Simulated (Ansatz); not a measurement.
# BaLi2Br4: complex band structure, part 2 of 3

A new crystal, BaLi2Br4: structure, gap and complex bands. It is built by putting Ba for Mg in the Li2MgBr4 structure of space group Cmmm, with the volume rescaled by atomic radii. The parent structure comes from the Materials Project.

Ansatz 0.2.0; r2SCAN DFT, plane waves, PAW files (the session's first sound run).

So far, gap on the k-mesh (eV): step 3 (the bulk crystal and its band edges) 4.61.

The structure was built from a prototype and need not be the compound's stable phase.

**4. Decaying states in the gap**

This step: r2SCAN DFT, plane waves, PAW files; complex bands by layer matching along the plane's normal (Ansatz 0.2.0).

The same crystal is laid in a cell whose first two vectors span the (010) plane (indices of the standard conventional cell, whose axes can be ordered otherwise than in the bulk input). At fixed energy and wavevector in the plane the solver finds all kz, real and complex. A few wavevectors are listed, (0, 0) and (0.5, 0) in units of the plane's reciprocal vectors; the slowest state needn't be among them.

input.yaml reads:

```yaml
crystal:
  lattice:
    - [4.494606101, 0.0, 0.0]
    - [0.0, 8.131480261, 0.0]
    - [0.0, 4.065740131, 5.849027042]
  atoms:
    - { symbol: Li, position: [0.5, 0.0, 0.5] }
    - { symbol: Li, position: [0.5, 0.5, 0.5] }
    - { symbol: Ba, position: [0.0, 0.0, 0.0] }
    - { symbol: Br, position: [0.5, 0.2687889245, 0.0] }
    - { symbol: Br, position: [0.5, 0.7312110755, 0.0] }
    - { symbol: Br, position: [0.0, 0.7328433879, 0.5343132242] }
    - { symbol: Br, position: [0.0, 0.2671566121, 0.4656867758] }
kpoints:
  mp_grid: { grid: [6, 4, 4] }
scf:
  occupations: { method: fixed }
hamiltonian:
  xc: r2scan
output:
  eigenvalues: true
  transmission:
    leads: [[0, 0]]
    kpoints: [[0.0, 0.0], [0.5, 0.0]]
    e_range: [-1.0, 5.61]
    de: 0.11
```

The run is started by

```sh
$ ansatz run input.yaml --threads 2 --pin off --max-ram 4096MiB --backend cpu --events-out ev --progress --plain --runs-dir out
```

Numbers of over 12 decimals in the logs are rounded to 6 here.

Log:

```text
[...]
Crystal: 7 atoms, lattice volume = 213.769 Å³
Basis set: ecut = 500 eV, 5391 PW (Γ), exchange–correlation on 144×240×216 points (64 copies of the dense FFT grid, shifted against one another)
Bands: 29, of which v1, the nominal top of the filled ones, is band 22 counted from 1 (21 counted from 0)
Symmetry: 8 space group operations
[...]
k-points: 28 of 96
[...]
SCF iter   1: F=—  HF=-17559.423369 eV  |F-HF|=—  |Δ(HF+E_count)|=         —  Δρ=2.71e-3  dr2=3.57e-2  dr2_τ=1.25e-2  ethr=1.77e-3  ⟨swp⟩=5.3  Hψ=3644  notcnv=0  defer=117
[...]
SCF iter   6: F=-17559.502898 eV  HF=-17559.502898 eV  |F-HF|=1.63e-9  |Δ(HF+E_count)|=   1.23e-7  Δρ=3.35e-6  dr2=3.94e-8  dr2_τ=3.66e-9  ethr=2.27e-10  ⟨swp⟩=15.6  Hψ=5206  notcnv=0
SCF 1 converged in 6 iterations: F = -17559.502898 eV  dr2 = 3.94e-8
[...]
transmission: 12 of 24 steps passed
transmission: 24 of 24 steps passed
SCF converged after 6 iterations
Free energy (F): -17559.502898 eV
[...]
Internal energy: -17559.502898 eV  (E = F + TS)
E sigma→0 (E₀):  -17559.502898 eV
Fermi energy:    1.573922 eV
[...]
--- Band table (eV; the first three rows and the last of 28) ---
  k-point 0: bands = [... 18 lower, 1.0508, 1.2874, 1.4011, 1.5739, 6.1858, 6.7035, 7.1622, 8.1806, ... 3 higher]
  k-point 1: bands = [... 18 lower, 1.0696, 1.1204, 1.2258, 1.4998, 6.6335, 6.9146, 7.5367, 7.9768, ... 3 higher]
  k-point 2: bands = [... 18 lower, 1.1141, 1.1265, 1.2000, 1.4070, 6.7693, 7.8347, 7.9748, 8.0993, ... 3 higher]
  k-point 27: bands = [... 18 lower, 0.8929, 1.0636, 1.1757, 1.3383, 7.1394, 7.4125, 8.2674, 8.6708, ... 3 higher]
--- Transmission ---
  basis      : 381 plane waves across, 12 finite elements along
  points     : 2, as listed
  energies   : 61 from -1.000000 to 5.600000 eV about the Fermi level, 0.110000 eV apart; the leads are filled to 2.305950 eV, and channels, transmission and decay are at 2.300000 eV
  crystal 0  : Ba1Br4Li2, at the sites [0, 0], period 5.8490 Å: whole cells are its period
    offset         : up to 0.0000 Å between an atom of the period and one for which it stands
    channels       : 0.000000e0 a spin
    conductance    : none, the energies end too early or step too widely for 300 K: set another output.transmission.e_range or a lower de, or, where they end at an eighth of basis.ecutwfc, a higher one
    slowest decay  : 0.3597 /Å at (0.0000, 0.0000)
```

Wall time 63 s (2 threads of AMD EPYC 9R45, shared host); peak memory 1.9 GiB; 1.7 min of CPU time.

Numbers from this step:

| Quantity | Value |
| --- | --- |
| level to which the leads are filled | 2.306 eV from the Fermi level |
| decay constant at the filling level, zone centre | 0.3597 Å⁻¹ |
| decay constant at the filling level, slowest listed point | 0.3597 Å⁻¹ |

K parallel (0, 0); values up to 1.5 1/Å, a degenerate pair printed once or twice; energies at which all values exceed this have no row. The Im kz of the slowest decaying states by energy, zero at the highest filled level on the SCF mesh:

```
energy (eV)  decay 1 (Å⁻¹)  decay 2 (Å⁻¹)  decay 3 (Å⁻¹)  decay 4 (Å⁻¹)
      -1.00          0.149          0.249          0.405          0.748
      -0.78         0.0537          0.301          0.566          0.659
      -0.45         0.0830          0.142          0.240          0.785
      -0.23          0.161          0.195          0.245          0.305
      -0.01          0.156          0.302          0.363          0.381
       0.10          0.196          0.298          0.407          0.407
       0.32          0.249          0.397          0.445          0.470
       0.54          0.284          0.427          0.472          0.477
       0.87          0.320          0.463          0.499          0.549
       1.09          0.336          0.485          0.511          0.575
       1.42          0.352          0.516          0.522          0.596
       1.64          0.358          0.527          0.536          0.600
       1.86          0.361          0.529          0.563          0.592
       2.19          0.361          0.530          0.586          0.637
       2.41          0.358          0.528          0.588          0.641
       2.74          0.348          0.523          0.589          0.640
       2.96          0.338          0.519          0.586          0.623
       3.18          0.325          0.513          0.582          0.605
       3.51          0.299          0.503          0.573          0.576
       3.73          0.275          0.494          0.556          0.564
       4.06          0.228          0.480          0.525          0.548
       4.28          0.182          0.469          0.504          0.534
       4.50          0.109          0.456          0.486          0.511
       4.83          0.399          0.420          0.435          0.491
       5.05          0.278          0.407          0.419          0.469
       5.38          0.194          0.300          0.390          0.416
       5.60          0.375          0.396          0.408          0.490
```

K parallel (0.5, 0); values up to 1.5 1/Å, a degenerate pair printed once or twice; energies at which all values exceed this have no row. Table of Im kz of the slowest decaying states by energy, zero at the highest filled level on the SCF mesh:

```
energy (eV)  decay 1 (Å⁻¹)  decay 2 (Å⁻¹)  decay 3 (Å⁻¹)  decay 4 (Å⁻¹)
      -1.00         0.0884          0.232          0.602          0.613
      -0.67         0.0487         0.0617          0.320          0.538
      -0.34         0.0598          0.136          0.308          0.402
      -0.01          0.238          0.257          0.369          0.392
       0.32          0.325          0.330          0.439          0.442
       0.65          0.373          0.392          0.470          0.471
       0.98          0.409          0.440          0.483          0.491
       1.31          0.442          0.477          0.484          0.502
       1.64          0.473          0.505          0.507          0.735
       1.97          0.478          0.506          0.526          0.696
       2.30          0.478          0.500          0.538          0.659
       2.63          0.473          0.490          0.543          0.630
       2.96          0.465          0.475          0.541          0.604
       3.29          0.452          0.456          0.535          0.582
       3.62          0.431          0.435          0.524          0.561
       3.95          0.401          0.412          0.509          0.541
       4.28          0.363          0.382          0.490          0.505
       4.61          0.315          0.342          0.459          0.467
       4.94          0.249          0.282          0.408          0.439
       5.27          0.141          0.279          0.347          0.405
       5.60          0.253          0.271          0.362          0.429
```

At the listed wavevectors the last open channel is at -0.01 eV and the next at +4.72 eV on the grid. At +2.30 eV, the grid energy nearest the filling level (the middle of the gap on the SCF mesh), the slowest state at the listed wavevectors decays with κ = 0.360 Å⁻¹, its amplitude falling by e over 2.8 Å. Through 1 nm of this crystal that state's transmission falls by exp(−2 × 0.360 Å⁻¹ × 10 Å) = 7.5e-4.

**5. Decay over the two-dimensional zone**

The listed points could miss the slowest state, so one energy near mid-gap is solved on a mesh of 12×8.

input.yaml, as its differences from that of step 4:

```diff
@@ -21,6 +21,2 @@
   eigenvalues: true
-  transmission:
-    leads: [[0, 0]]
-    kpoints: [[0.0, 0.0], [0.5, 0.0]]
-    e_range: [-1.0, 5.61]
-    de: 0.11
+  transmission: { leads: [[0, 0]], kmesh: [12, 8], e_range: [2.31, 2.32], de: 0.05 }
```

Log:

```text
[...]
Crystal: 7 atoms, lattice volume = 213.769 Å³
Basis set: ecut = 500 eV, 5391 PW (Γ), exchange–correlation on 144×240×216 points (64 copies of the dense FFT grid, shifted against one another)
Bands: 29, of which v1, the nominal top of the filled ones, is band 22 counted from 1 (21 counted from 0)
Symmetry: 8 space group operations
[...]
k-points: 28 of 96
[...]
SCF iter   1: F=—  HF=-17559.423369 eV  |F-HF|=—  |Δ(HF+E_count)|=         —  Δρ=2.71e-3  dr2=3.57e-2  dr2_τ=1.25e-2  ethr=1.77e-3  ⟨swp⟩=5.3  Hψ=3644  notcnv=0  defer=117
[...]
SCF iter   6: F=-17559.502898 eV  HF=-17559.502898 eV  |F-HF|=1.63e-9  |Δ(HF+E_count)|=   1.23e-7  Δρ=3.35e-6  dr2=3.94e-8  dr2_τ=3.66e-9  ethr=2.27e-10  ⟨swp⟩=15.6  Hψ=5206  notcnv=0
SCF 1 converged in 6 iterations: F = -17559.502898 eV  dr2 = 3.94e-8
[...]
transmission: 40 of 350 steps passed
transmission: 80 of 350 steps passed
[...]
transmission: 350 of 350 steps passed
SCF converged after 6 iterations
Free energy (F): -17559.502898 eV
[...]
Internal energy: -17559.502898 eV  (E = F + TS)
E sigma→0 (E₀):  -17559.502898 eV
Fermi energy:    1.573922 eV
[...]
--- Band table (eV; the first three rows and the last of 28) ---
  k-point 0: bands = [... 18 lower, 1.0508, 1.2874, 1.4011, 1.5739, 6.1858, 6.7035, 7.1622, 8.1806, ... 3 higher]
  k-point 1: bands = [... 18 lower, 1.0696, 1.1204, 1.2258, 1.4998, 6.6335, 6.9146, 7.5367, 7.9768, ... 3 higher]
  k-point 2: bands = [... 18 lower, 1.1141, 1.1265, 1.2000, 1.4070, 6.7693, 7.8347, 7.9748, 8.0993, ... 3 higher]
  k-point 27: bands = [... 18 lower, 0.8929, 1.0636, 1.1757, 1.3383, 7.1394, 7.4125, 8.2674, 8.6708, ... 3 higher]
--- Transmission ---
  basis      : 381 plane waves across, 10 finite elements along
  points     : 35, standing for a mesh of 12 x 8
  energies   : 1 from 2.310000 to 2.310000 eV about the Fermi level; the leads are filled to 2.305950 eV, and channels, transmission and decay are at 2.310000 eV
  crystal 0  : Ba1Br4Li2, at the sites [0, 0], period 5.8490 Å: whole cells are its period
[...]
channels       : 0.000000e0 a spin
    conductance    : none, crystal 0 has no channel at the energies, or these end too early or step too widely for 300 K: set another output.transmission.e_range or a lower de, or, where they end at an eighth of basis.ecutwfc, a higher one
    slowest decay  : 0.3595 /Å at (0.0000, 0.0000)
```

Elapsed: 66 s, on 2 threads; peak memory 1.8 GiB; 2.2 min of CPU time.

Numbers from this step:

```yaml
least_decay_constant_on_the_mesh: 0.3595 Å⁻¹
```

Slowest decay constant (1/Å; 0 where a channel is open) over k1 and k2. At 2.3100 eV from the Fermi level.

Ten even steps from '0' (0.359) to '9' (0.561):
```
999875457899
988883238888
667772027776
567761016776
667772027776
988883238888
999875457899
999976667999
```
Columns: k1 (b1) from -0.5 to 0.417; rows upwards: k2 (b2) from -0.5 to 0.375.

The least value on the mesh is 0.359 Å⁻¹ at +2.31 eV. At that energy the listed points give about 0.359 Å⁻¹ by interpolation, so the mesh holds no clearly slower state.

[end of part 2 of 3]

[Logs are printed without paths, hosts, clocks, repeated set-up lines and the standing remarks that a program may print on its own settings, such as how far it seeks lower states.]

[Hosts, paths, dates, database ids (printed as entryN), source tags and the programs' standing remarks are cut or masked in the printed files.]
